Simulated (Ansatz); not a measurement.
System: VBiO4 (I4_1/a).

```
V Bi O
1.0
    -2.56105    2.56105    5.79606
     2.56105   -2.56105    5.79606
     2.56105    2.56105   -5.79606
V Bi O
2 2 8
Direct
  0.50000 0.50000 0.00000
  0.25000 0.75000 0.50000
  0.00000 0.00000 0.00000
  0.75000 0.25000 0.50000
  0.17085 0.56190 0.89101
  0.31190 0.92090 0.89105
  0.02984 0.42085 0.10895
  0.67090 0.27984 0.10899
  0.07910 0.97016 0.39101
  0.72016 0.82915 0.39105
  0.57915 0.68810 0.60899
  0.43810 0.32910 0.60895
```

The cell and positions are those that the Materials Project relaxed with its own functionals (PBE, PBE+U or r2SCAN), kept fixed. At the settings of the band run the largest force is still 0.12 eV/Å. Spin-orbit coupling is left out unless a run names it.

Gaps computed with Ansatz 0.2.0 without a self-energy: LDA 2.07 eV, PBEsol 2.08 eV, PBE 2.11 eV, HSE06 3.20 eV and PBE0 3.92 eV. The mean ε∞ by PBE perturbation theory is 7.12.

**Question.** What gap should G0W0 on PBE give (4×4×4 mesh, 833 empty bands, screening to 180 eV, PAW set soft_1 files)?

About 3.45 eV: on its mesh the run moves the gap from 2.22 eV by +1.34 eV, and the mesh misses the edges by 0.11 eV. Among the scalar-relativistic levels given, HSE06 is nearest (−0.25 eV). One-shot corrections scale roughly with one over ε∞, here 0.14. Bands and cutoff are finite, so the gap is not at the basis limit. The miss can reach some tenths of an eV and take either sign; the mesh is an error of its own. Where an edge is built on 6p states of lead, bismuth or thallium, scalar-relativistic gaps usually stand too wide, by a few tenths to over one eV. The runs have no spin polarisation. For a closed low-spin shell that is the natural state; where a d or f shell is open it is a constraint, and the gap is then not the crystal's own. With d states at the gap, one-shot GW leans hard on its start. The many-body steps are scalar-relativistic: spin-orbit coupling is not in them.

[Paths, hosts, dates, memory and timing lines, banners, echoed tables and standing remarks are left out of the program output.]

[Logs are printed without paths, hosts, clocks, repeated set-up lines and the standing remarks that a program may print on its own settings, such as how far it seeks lower states.]

[Runs of the session that timed out or met a known fault of the program may be left out.]

[Cells called generated may have been cut or substituted from an entry of the Crystallography Open Database or the Materials Project.]

[Hosts, paths, dates, database ids (printed as entryN), source tags and the programs' standing remarks are cut or masked in the printed files.]
